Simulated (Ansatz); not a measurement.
## YbTl (Pm-3m): from the cell to its phonons

How does YbTl (Pm-3m) vibrate, and is this structure a minimum?

Main program and level: Ansatz 0.2.0; DFT PBEsol, scalar-relativistic, plane waves, PAW.

## Step 1: Set-up

Symmetry: Pm-3m, No. 221, cubic system. The conventional cell has a = 3.826 Å, b = 3.826 Å, c = 3.826 Å, α = 90.00°, β = 90.00°, γ = 90.00°. Nearest to Yb lie 8 Tl at 3.31 Å. Nearest to Tl lie 8 Yb at 3.31 Å. Farther neighbours are not listed.

Coordinates:

```cif
data_structure
_symmetry_space_group_name_H-M 'Pm-3m'
_symmetry_Int_Tables_number 221
_cell_length_a 3.8260
_cell_length_b 3.8260
_cell_length_c 3.8260
_cell_angle_alpha 90.000
_cell_angle_beta 90.000
_cell_angle_gamma 90.000
_cell_volume 56.01
loop_
_atom_site_label
_atom_site_type_symbol
_atom_site_symmetry_multiplicity
_atom_site_Wyckoff_symbol
_atom_site_fract_x
_atom_site_fract_y
_atom_site_fract_z
_atom_site_occupancy
Yb1 Yb 1 b 0.50000 0.50000 0.50000 1
Tl1 Tl 1 a 0.00000 0.00000 0.00000 1
```

## Step 2: Relaxation

The cell and atoms are relaxed, since residual forces and stress would shift the frequencies.

input.yaml reads:

```yaml
crystal:
  lattice:
    - [3.826, 0.0, 0.0]
    - [0.0, 3.826, 0.0]
    - [0.0, 0.0, 3.826]
  atoms:
    - { symbol: Yb, position: [0.5, 0.5, 0.5] }
    - { symbol: Tl, position: [0.0, 0.0, 0.0] }
kpoints:
  mp_grid: { grid: [12, 12, 12] }
hamiltonian:
  xc: pbesol
scf:
  occupations: { method: gaussian, width: 0.1 }
output:
  forces: true
  stress: true
  eigenvalues: true
  write_density: true
  write_potential: true
  elf: true
  volumetric_format: npy
relax:
  adjacent_minimum: "off"
  f_tol: 0.005
  max_steps: 80
  cell: { stress_tol: 0.05 }
```

Started as:

```
ansatz run input.yaml --threads 8 --pin off --max-ram 14336MiB --backend cpu --events-out ev --progress --plain --runs-dir out
```

Numbers of over 12 decimals in the logs are rounded to 6 here.

Log:

```text
Engine: ansatz 0.2.0, x86_64-unknown-linux-gnu
Pseudopotentials: kind: paw
Pseudopotential: Yb, paw, valence charge 24, recommended cutoff 420 eV (normal), Yb.paw.azcp
Pseudopotential: Tl, paw, valence charge 13, recommended cutoff 420 eV (normal), Tl.paw.azcp
Functional definition: PBEsol
  exchange = pbesol_x
  correlation = pbesol_c
Crystal: 2 atoms, lattice volume = 56.006 Å³
Basis set: ecut = 420 eV, 1045 PW (Γ), exchange–correlation on 54×54×54 points (8 copies of the dense FFT grid, shifted against one another)
Bands: 23, of which v1, the nominal top of the filled ones, is band 19 counted from 1 (18 counted from 0)
Symmetry: 48 space group operations
Space group: Pm-3m (ITA 221), of the structure as read, at distance tolerance 3.8e-5 Å
k-points: 84 of 1728
Non-local potential: Yb, projectors of the file, l = 0: 3, l = 1: 2, l = 2: 2, l = 3: 3
Non-local potential: Tl, projectors of the file, l = 0: 2, l = 1: 2, l = 2: 2, l = 3: 1
PAW form: soft (Blöchl's): semilocal exchange-correlation on the pseudo side does not see the compensation charge
PAW frozen core: Yb, regenerated for the run's functional, and the local potential with it (the file was generated under x = pbe(κ = 0.804, μ = 0.219515), c = pbe(β = 0.066725))
PAW frozen core: Tl, regenerated for the run's functional, and the local potential with it (the file was generated under x = pbe(κ = 0.804, μ = 0.219515), c = pbe(β = 0.066725))
PAW one-centre angular grid: Yb, 590 points (default); XC on 64 Gauss nodes
PAW one-centre angular grid: Tl, 590 points (default); XC on 64 Gauss nodes
Initial density: superposition of atomic densities (neutral atoms: chi_scale 0, normalization atom), corrected by the library's trained network
Initial wavefunctions: pseudopotential atomic-orbital guess
Functional: x = pbesol(κ = 0.804, μ = 0.123457), c = pbesol(β = 0.046)
SCF iter   1: F=—  HF=-24973.136855 eV  |F-HF|=—  |Δ(HF+E_count)|=         —  Δρ=1.67e-2  dr2=1.44e-1  ethr=1.77e-3  ⟨swp⟩=5.6  Hψ=8855  notcnv=0
preconditioner: auto → Kerker (q_TF=auto, 2.546 Å⁻¹)  [metal: Δε(μ)=0.027 eV  Ē_g=10.893 eV  σ=0.100 eV  W_gap=0.15  n_scr=18 (ndim 8)  ℏωp=29.4 eV  f_vac=0.000  D(μ)=1.41/eV (n_scr^D=6)]
SCF iter   2: F=—  HF=-24973.120704 eV  |F-HF|=—  |Δ(HF+E_count)|=   1.62e-2  Δρ=4.71e-3  dr2=1.46e-2  ethr=3.90e-4  ⟨swp⟩=2.2  Hψ=3908  notcnv=0  defer=1
SCF iter   3: F=—  HF=-24973.117887 eV  |F-HF|=—  |Δ(HF+E_count)|=   2.82e-3  Δρ=1.90e-3  dr2=3.76e-3  ethr=3.95e-5  ⟨swp⟩=1.4  Hψ=2205  notcnv=0  defer=1
SCF iter   4: F=—  HF=-24973.116899 eV  |F-HF|=—  |Δ(HF+E_count)|=   9.88e-4  Δρ=4.47e-4  dr2=2.02e-4  ethr=1.02e-5  ⟨swp⟩=2.0  Hψ=2725  notcnv=0  defer=1
SCF iter   5: F=—  HF=-24973.117051 eV  |F-HF|=—  |Δ(HF+E_count)|=   1.52e-4  Δρ=3.04e-4  dr2=4.31e-5  ethr=5.45e-7  ⟨swp⟩=2.5  Hψ=3146  notcnv=0  defer=1
SCF iter   6: F=—  HF=-24973.117041 eV  |F-HF|=—  |Δ(HF+E_count)|=   1.04e-5  Δρ=1.72e-4  dr2=1.60e-5  ethr=1.16e-7  ⟨swp⟩=2.3  Hψ=3387  notcnv=0  defer=1
SCF iter   7: F=—  HF=-24973.117038 eV  |F-HF|=—  |Δ(HF+E_count)|=   2.61e-6  Δρ=2.97e-5  dr2=4.08e-7  ethr=4.32e-8  ⟨swp⟩=2.4  Hψ=3043  notcnv=0  defer=1
SCF iter   8: F=-24973.117038 eV  HF=-24973.117038 eV  |F-HF|=3.08e-8  |Δ(HF+E_count)|=   8.10e-8  Δρ=8.67e-6  dr2=3.53e-8  ethr=2.70e-10  ⟨swp⟩=13.2  Hψ=18050  notcnv=0
SCF 1 converged in 8 iterations: F = -24973.117038 eV  dr2 = 3.53e-8
  Residual-converged pass: ⟨swp⟩=1.0  Hψ=2272  notcnv=0  max |occ|·‖R‖ = 7.1e-9 eV (tolerance 1.0e-8 eV)  dr2=3.53e-8  dr2_onsite=1.00e-8  max |Δocc| = 1.2e-10
  greatest PAW one-centre occupation: 0.997 electrons in one spin orbital (limit 2), on the Yb atom at site 0 (counted from 0), in its partial waves of l = 0
relax step   1: F+E_penalty+E_count = -24973.11703789 eV  Δ(F+E_penalty+E_count) = +0.000e0 eV  max|allowed force component| = 1.086e-28 eV/Å  Δτ_max = 0.0000 Å  P = -2.054 GPa  Ω = 56.006 Å³  (8 SCF iters, dr2 threshold 1.00e-7 eV, accepted)
Crystal: 2 atoms, lattice volume = 53.322 Å³
Basis set: ecut = 420 eV, 1021 PW (Γ), exchange–correlation on 54×54×54 points (8 copies of the dense FFT grid, shifted against one another)
Initial density: handed on by an earlier stage of this run
Initial wavefunctions: those handed on with the density
iter 1 solved again at ethr=4.55e-5 eV; its pass at ethr=3.10e-3 eV (dr2=1.69e-2 eV) is discarded
SCF iter   1: F=—  HF=-24973.139718 eV  |F-HF|=—  |Δ(HF+E_count)|=         —  Δρ=6.29e-3  dr2=1.60e-2  ethr=4.55e-5  ⟨swp⟩=1.8  Hψ=12329  notcnv=0
preconditioner: auto → Kerker (q_TF=auto, 2.567 Å⁻¹)  [metal: Δε(μ)=0.028 eV  Ē_g=10.890 eV  σ=0.100 eV  W_gap=0.16  n_scr=18 (ndim 8)  ℏωp=30.1 eV  f_vac=0.000  D(μ)=1.78/eV (n_scr^D=18)]
SCF iter   2: F=—  HF=-24973.137266 eV  |F-HF|=—  |Δ(HF+E_count)|=   2.45e-3  Δρ=2.91e-3  dr2=3.57e-3  ethr=4.31e-5  ⟨swp⟩=1.4  Hψ=2207  notcnv=0
SCF iter   3: F=—  HF=-24973.136621 eV  |F-HF|=—  |Δ(HF+E_count)|=   6.45e-4  Δρ=6.03e-4  dr2=1.72e-4  ethr=9.65e-6  ⟨swp⟩=2.2  Hψ=3077  notcnv=0
SCF iter   4: F=—  HF=-24973.136578 eV  |F-HF|=—  |Δ(HF+E_count)|=   4.30e-5  Δρ=1.31e-4  dr2=1.33e-5  ethr=4.64e-7  ⟨swp⟩=2.1  Hψ=3454  notcnv=0
SCF iter   5: F=—  HF=-24973.136576 eV  |F-HF|=—  |Δ(HF+E_count)|=   1.37e-6  Δρ=6.92e-5  dr2=2.50e-6  ethr=3.59e-8  ⟨swp⟩=2.0  Hψ=3171  notcnv=0
SCF iter   6: F=—  HF=-24973.136576 eV  |F-HF|=—  |Δ(HF+E_count)|=   8.20e-7  Δρ=2.07e-5  dr2=4.47e-7  ethr=6.75e-9  ⟨swp⟩=2.0  Hψ=3239  notcnv=0
SCF iter   7: F=-24973.136575 eV  HF=-24973.136576 eV  |F-HF|=1.12e-7  |Δ(HF+E_count)|=   3.61e-8  Δρ=6.44e-6  dr2=4.38e-8  ethr=5.41e-10  ⟨swp⟩=11.8  Hψ=18011  notcnv=0
SCF 2 converged in 7 iterations: F = -24973.136575 eV  dr2 = 4.38e-8
relax step   2: F+E_penalty+E_count = -24973.13657550 eV  Δ(F+E_penalty+E_count) = -1.954e-2 eV  max|allowed force component| = 5.308e-30 eV/Å  Δτ_max = 0.0000 Å  P = -0.066 GPa  Ω = 53.322 Å³  energy of the carried Pulay correction = +8.977e-4 eV  (7 SCF iters, dr2 threshold 2.00e-7 eV, accepted)
Crystal: 2 atoms, lattice volume = 53.236 Å³
iter 1 solved again at ethr=4.88e-8 eV; its pass at ethr=3.10e-3 eV (dr2=1.81e-5 eV) is discarded
SCF iter   1: F=—  HF=-24973.136619 eV  |F-HF|=—  |Δ(HF+E_count)|=         —  Δρ=2.06e-4  dr2=1.73e-5  ethr=4.88e-8  ⟨swp⟩=2.0  Hψ=10658  notcnv=0
preconditioner: auto → Kerker (q_TF=auto, 2.568 Å⁻¹)  [metal: Δε(μ)=0.020 eV  Ē_g=10.948 eV  σ=0.100 eV  W_gap=0.11  n_scr=18 (ndim 8)  ℏωp=30.1 eV  f_vac=0.000  D(μ)=1.64/eV (n_scr^D=6)]
SCF iter   2: F=—  HF=-24973.136622 eV  |F-HF|=—  |Δ(HF+E_count)|=   2.83e-6  Δρ=8.65e-5  dr2=3.31e-6  ethr=4.68e-8  ⟨swp⟩=1.9  Hψ=3021  notcnv=0
SCF iter   3: F=—  HF=-24973.136621 eV  |F-HF|=—  |Δ(HF+E_count)|=   1.00e-6  Δρ=1.86e-5  dr2=1.86e-7  ethr=8.95e-9  ⟨swp⟩=2.5  Hψ=3248  notcnv=0
SCF iter   4: F=—  HF=-24973.136621 eV  |F-HF|=—  |Δ(HF+E_count)|=   6.71e-8  Δρ=4.31e-6  dr2=1.30e-8  ethr=5.02e-10  ⟨swp⟩=2.0  Hψ=3479  notcnv=0
iter 5 did not close the SCF: its close was put off for the readings that it lacked (scf_convergence_deferred on its scf_iter line)
SCF iter   5: F=-24973.136621 eV  HF=-24973.136621 eV  |F-HF|=4.77e-9  |Δ(HF+E_count)|=   2.39e-9  Δρ=2.86e-6  dr2=5.29e-9  ethr=3.52e-11  ⟨swp⟩=2.0  Hψ=3495  notcnv=0
SCF iter   6: F=-24973.136621 eV  HF=-24973.136621 eV  |F-HF|=3.45e-9  |Δ(HF+E_count)|=  5.06e-10  Δρ=8.46e-7  dr2=8.31e-10  ethr=1.43e-11  ⟨swp⟩=6.9  Hψ=13610  notcnv=0
SCF 3 converged in 6 iterations: F = -24973.136621 eV  dr2 = 8.31e-10
relax step   3: F+E_penalty+E_count = -24973.13662103 eV  Δ(F+E_penalty+E_count) = -4.553e-5 eV  max|allowed force component| = 3.129e-29 eV/Å  Δτ_max = 0.0000 Å  P = +0.007 GPa  Ω = 53.236 Å³  energy of the carried Pulay correction = +9.274e-4 eV  (6 SCF iters, dr2 threshold 1.10e-8 eV, accepted)
Initial wavefunctions: pseudopotential atomic-orbital guess (no wavefunctions were taken with the density)
iter 1 solved again at ethr=9.10e-9 eV; its pass at ethr=3.10e-3 eV (dr2=3.37e-6 eV) is discarded
SCF iter   1: F=—  HF=-24973.135766 eV  |F-HF|=—  |Δ(HF+E_count)|=         —  Δρ=7.44e-5  dr2=5.47e-7  ethr=9.10e-9  ⟨swp⟩=5.1  Hψ=17269  notcnv=0
preconditioner: auto → Kerker (q_TF=auto, 2.568 Å⁻¹)  [metal: Δε(μ)=0.020 eV  Ē_g=10.950 eV  σ=0.100 eV  W_gap=0.11  n_scr=18 (ndim 8)  ℏωp=30.1 eV  f_vac=0.000  D(μ)=1.63/eV (n_scr^D=6)]
SCF iter   2: F=—  HF=-24973.135771 eV  |F-HF|=—  |Δ(HF+E_count)|=   4.53e-6  Δρ=4.71e-5  dr2=4.81e-7  ethr=1.48e-9  ⟨swp⟩=2.0  Hψ=3461  notcnv=0
SCF iter   3: F=—  HF=-24973.135771 eV  |F-HF|=—  |Δ(HF+E_count)|=   1.36e-7  Δρ=8.62e-6  dr2=4.61e-8  ethr=1.30e-9  ⟨swp⟩=2.8  Hψ=3386  notcnv=0
SCF iter   4: F=—  HF=-24973.135771 eV  |F-HF|=—  |Δ(HF+E_count)|=   2.52e-8  Δρ=2.24e-6  dr2=2.13e-9  ethr=1.25e-10  ⟨swp⟩=2.0  Hψ=3483  notcnv=0
SCF iter   5: F=—  HF=-24973.135771 eV  |F-HF|=—  |Δ(HF+E_count)|=  4.55e-10  Δρ=4.60e-7  dr2=4.86e-11  ethr=5.76e-12  ⟨swp⟩=2.0  Hψ=3492  notcnv=0
SCF iter   6: F=-24973.135771 eV  HF=-24973.135771 eV  |F-HF|=1.09e-11  |Δ(HF+E_count)|=  1.82e-11  Δρ=1.08e-7  dr2=4.37e-12  ethr=1.00e-12  ⟨swp⟩=7.3  Hψ=11281  notcnv=0
SCF 4 converged in 6 iterations: F = -24973.135771 eV  dr2 = 4.37e-12
relax step   4: F+E_penalty+E_count = -24973.13577072 eV  Δ(F+E_penalty+E_count) = +8.503e-4 eV  max|allowed force component| = 3.524e-29 eV/Å  Δτ_max = 0.0000 Å  P = -0.004 GPa  Ω = 53.236 Å³  stress off target by 3.59e-3 GPa  SCF on the basis re-selected at this cell (its energy is not comparable with the rows above)  (6 SCF iters)
basis re-selected at this cell: Δ(F+E_penalty+E_count) = +8.503e-4 eV, ΔP = -0.011 GPa vs the last step (what re-selecting the basis moved, of the pressure what is left beyond the Pulay correction that the steps carried, after the strain that the cell walked since its last selection, with what the two solves' SCF thresholds leave and, on support functions, any second-order correction that the steps lacked; it is no m [...]
SCF converged after 6 iterations
Free energy (F): -24973.135771 eV
Harris-Foulkes:  -24973.135771 eV  (|F-HF|=1.09e-11)
Internal energy: -24973.127598 eV  (E = F + TS)
E sigma→0 (E₀):  -24973.131684 eV
Entropy (-TS):   -0.008173 eV (-4.086 meV/atom)
Fermi energy:    13.080552 eV
--- Per-component energies (eV) ---
  E_band       = 98.596325
  E_kinetic    = 692.232683
  E_local      = -6817.531940  (includes V_loc(G=0)·N_el)
  E_nonlocal   = 871.467269
  E_hartree    = 2929.701013
  E_xc         = -392.024064
  E_vxc        = -346.818467  (∫ρ·V_xc dr)
  E_paw        = -17254.836423  (= ΣΔE_a)
  E_vpaw       = -160.155428  (= ΣTr[D̂ρ^β])
  E_aug_tail   = 0.000037  (compensation charges beyond the density's cutoff)
  E_ewald      = -5003.303631
  E_core_change = 1.167459  (= ΣΔE_core)
  E_smearing   = -0.008173  (= −TS)
  E_closure    = -0.000000  (closes the sum)
  Σ components = -24973.135771   (vs F -24973.135771, Δ=0.00e0)
--- Forces (eV/Å), atoms counted from 1 ---
  atom   1  Yb    -0.00000000    -0.00000000    -0.00000000
  atom   2  Tl     0.00000000    -0.00000000    -0.00000000
  max |Σ_I F_I| component: 6.42e-29 eV/Å
--- Stress (GPa, compression-positive) ---
       -0.003589      -0.000000       0.000000
       -0.000000      -0.003589      -0.000000
        0.000000      -0.000000      -0.003589
  P = ⅓ Tr σ = -0.0036 GPa (-0.036 kbar)
--- Band table (eV; the first three rows and the last of 84) ---
  k-point 0: bands = [... 15 lower, 12.6858, 12.7017, 14.0684, 14.0684, 16.4779, 16.4779, 16.4779, 18.1041]
  k-point 1: bands = [... 15 lower, 12.6879, 12.7020, 13.8184, 14.0826, 16.0390, 16.2546, 16.2546, 18.4225]
  k-point 2: bands = [... 15 lower, 12.6944, 12.7026, 13.0321, 14.1220, 15.8015, 15.8015, 15.9873, 18.4007]
  k-point 83: bands = [... 15 lower, 12.6982, 12.7380, 12.7380, 12.7380, 12.8267, 17.5869, 17.5869, 17.5869]
--- Relaxed structure (3 steps of the walk, 3 accepted, 1 SCFs on fresh bases) ---
  F+E_penalty+E_count = -24973.13577072 eV   max|allowed force component| = 3.524e-29 eV/Å   (the final SCF, on the basis selected at the relaxed cell)
  cell:  # Å, volume = 53.2364 Å³
    - [3.761862, 0, 0]
    - [0, 3.761862, 0.0]
    - [0, 0.0, 3.761862]
  atoms:
    - { symbol: Yb, position: [0.500000, 0.500000, 0.500000] }
    - { symbol: Tl, position: [0, 0, 0] }
```

It took 4.9 s on 8 threads of Intel Xeon Platinum 8488C (Sapphire Rapids), shared host; peak memory 0.56 GiB.

Relaxation path:

| step | energy less that of the first step (eV) | largest force component (eV/Å) | pressure (GPa) | volume (Å³) |
| --- | --- | --- | --- | --- |
| 1 | 0.0000 | 0.0000 | -2.05 | 56.01 |
| 2 | -0.0195 | 0.0000 | -0.07 | 53.32 |
| 3 | -0.0196 | 0.0000 | 0.01 | 53.24 |
| 4* | -0.0187 | 0.0000 | 0.00 | 53.24 |

Relaxation steps marked * repeat the geometry before them on a plane-wave basis chosen anew for their cell, so energy and pressure can jump there.

The run keeps the 48 symmetry operations that it works with, so distortions that break them were not tested.

| conventional cell, symmetrised | before | after | change |
| --- | --- | --- | --- |
| a (Å) | 3.826 | 3.762 | -1.7 % |
| b (Å) | 3.826 | 3.762 | -1.7 % |
| c (Å) | 3.826 | 3.762 | -1.7 % |
| volume (Å³/atom) | 28.00 | 26.62 | -4.9 % |

The relaxed structure:

```xyz
2
Lattice="3.7619 0.0000 0.0000 0.0000 3.7619 0.0000 0.0000 0.0000 3.7619" Properties=species:S:1:pos:R:3 pbc="T T T"
Yb    1.8809    1.8809    1.8809
Tl    0.0000    0.0000    0.0000
```

Numbers from this step:

```
pressure          : -0.003589 GPa
volume per atom   : 26.62 Å³
gap on the k-mesh : 0 eV
```

Valence density in the ac plane at fractional y = 0.500, with atoms of Yb within 0.2 Å of it. It is the smooth field of the valence electrons, not physical close to the nuclei.

Ten steps, logarithmic in the rise over the least value, from '_' (0 e/Å³) to '@' (33 e/Å³), each cell a mean:
```
____________________________
____________________________
__________........__________
________..::====--::..______
______..--++####**==::______
______..==##@@@@%%**--..____
______..==##@@@@@@**--..____
______..--**%%%%##++::______
________..--++++++--..______
__________..::::....________
____________________________
____________________________
____________________________
```
Columns run along a (3.8 Å), rows up along c (3.8 Å). Atoms in or near the plane, at fractional coordinates: Yb at (0.50, 0.50).

Electrostatic potential energy in the ac plane at fractional y = 0.500, with atoms of Yb within 0.2 Å of it. With pseudopotentials it is smooth inside the atoms' cores, unlike the true potential.

Ten even steps from '_' (-53 eV) to '@' (16 eV), each cell a mean:
```
@@@@@@@@@@@@@@@@@@@@@@@@@@@@
@@@@@@@@@@@@@@@@@@@@@@@@@@@@
@@@@@@@@@@%%######%%@@@@@@@@
@@@@@@@@%%**++==++**%%@@@@@@
@@@@@@%%**==::..::==**%%@@@@
@@@@@@##++::______--++%%@@@@
@@@@@@##++::______--++%%@@@@
@@@@@@%%++--..__::==**%%@@@@
@@@@@@%%##++==--==**##@@@@@@
@@@@@@@@%%%%##**##%%%%@@@@@@
@@@@@@@@@@@@%%%%%%@@@@@@@@@@
@@@@@@@@@@@@@@@@@@@@@@@@@@@@
@@@@@@@@@@@@@@@@@@@@@@@@@@@@
```
Columns run along a (3.8 Å; values clipped at the 3rd and 97th percentile), rows up along c (3.8 Å). Atoms in or near the plane, at fractional coordinates: Yb at (0.50, 0.50).

ELF in the ac plane at fractional y = 0.500, with atoms of Yb within 0.2 Å of it. It is the smooth field of the valence electrons, not physical close to the nuclei.

Ten even steps from '0' (0.07) to '9' (0.80), each cell a mean:
```
33321000012233
33210000000223
32100122210012
21002577641001
10015899984000
00027998996100
00037998996100
10026999985100
21003688852001
32100234310012
33210000000123
33321000001233
33332100012333
```
Columns run along a (3.8 Å), rows up along c (3.8 Å). Atoms in or near the plane, at fractional coordinates: Yb at (0.50, 0.50).

In this step the volume went from 28.00 to 26.62 Å³/atom.

## Step 3: Relaxing to small forces for the phonons

Phonons need a cell at rest on their own settings, so the relaxation is repeated with tight tolerances on forces and stress on the k mesh and occupations of the first response run.

input.yaml reads:

```yaml
crystal:
  lattice:
    - [3.7618620813, 0.0, 0.0]
    - [0.0, 3.7618620813, 0.0]
    - [0.0, 0.0, 3.7618620813]
  atoms:
    - { symbol: Yb, position: [0.5, 0.5, 0.5] }
    - { symbol: Tl, position: [0.0, 0.0, 0.0] }
kpoints:
  mp_grid: { grid: [12, 12, 12] }
hamiltonian:
  xc: pbesol
scf:
  occupations: { method: methfessel_paxton, width: 0.2 }
output:
  forces: true
  stress: true
  eigenvalues: true
relax:
  adjacent_minimum: "off"
  f_tol: 0.001
  max_steps: 60
  cell: { stress_tol: 0.01 }
```

Log:

```text
[...]
Crystal: 2 atoms, lattice volume = 53.236 Å³
Basis set: ecut = 420 eV, 1021 PW (Γ), exchange–correlation on 54×54×54 points (8 copies of the dense FFT grid, shifted against one another)
Bands: 23, of which v1, the nominal top of the filled ones, is band 19 counted from 1 (18 counted from 0)
Symmetry: 48 space group operations
[...]
k-points: 84 of 1728
[...]
k-point 83: bands = [... 15 lower, 12.8969, 12.9296, 12.9296, 12.9296, 13.0158, 17.6792, 17.6792, 17.6792]
--- Relaxed structure (3 steps of the walk, 3 accepted, 1 SCFs on fresh bases) ---
[...]
cell:  # Å, volume = 53.0301 Å³
    - [3.756996, 0, 0]
    - [0, 3.756996, 0.0]
    - [0, 0.0, 3.756996]
  atoms:
    - { symbol: Yb, position: [0.5, 0.5, 0.5] }
    - { symbol: Tl, position: [0, 0, 0] }
[key lines of the parts left out:]
SCF converged after 6 iterations
Free energy (F): -24973.085724 eV
Fermi energy:    13.109763 eV
P = ⅓ Tr σ = -0.0004 GPa (-0.004 kbar)
```

Elapsed: 4.7 s, on 8 threads; peak memory 0.54 GiB; 30 s of CPU time.

Step by step:

| step | energy less that of the first step (eV) | largest force component (eV/Å) | pressure (GPa) | volume (Å³) |
| --- | --- | --- | --- | --- |
| 1 | 0.0000 | 0.0000 | -0.18 | 53.24 |
| 2 | -0.0002 | 0.0000 | 0.01 | 53.01 |
| 3 | -0.0002 | 0.0000 | 0.00 | 53.03 |
| 4* | -0.0001 | 0.0000 | 0.00 | 53.03 |

Relaxation steps marked * repeat the geometry before them on a plane-wave basis chosen anew for their cell, so energy and pressure can jump there.

The run keeps the 48 symmetry operations that it works with, so distortions that break them were not tested.

| conventional cell, symmetrised | before | after | change |
| --- | --- | --- | --- |
| a (Å) | 3.762 | 3.757 | -0.1 % |
| b (Å) | 3.762 | 3.757 | -0.1 % |
| c (Å) | 3.762 | 3.757 | -0.1 % |
| volume (Å³/atom) | 26.62 | 26.52 | -0.4 % |

Final coordinates:

```cif
data_structure
_symmetry_space_group_name_H-M 'P 1'
_symmetry_Int_Tables_number 1
_cell_length_a 3.7570
_cell_length_b 3.7570
_cell_length_c 3.7570
_cell_angle_alpha 90.000
_cell_angle_beta 90.000
_cell_angle_gamma 90.000
_cell_volume 53.03
loop_
_atom_site_label
_atom_site_type_symbol
_atom_site_fract_x
_atom_site_fract_y
_atom_site_fract_z
_atom_site_occupancy
Yb1 Yb 0.50000 0.50000 0.50000 1
Tl2 Tl 0.00000 0.00000 0.00000 1
```

This step gave:

```yaml
pressure: -4.40e-4 GPa
volume_per_atom: 26.52 Å³
```

The forces vanish by symmetry and the pressure is 0.000 GPa, within the tolerances set. The cell now holds 26.52 Å³/atom.

(Continued in part 2 of 2.)

[Logs are printed without paths, hosts, clocks, repeated set-up lines and the standing remarks that a program may print on its own settings, such as how far it seeks lower states.]

[Hosts, paths, dates, database ids (printed as entryN), source tags and the programs' standing remarks are cut or masked in the printed files.]
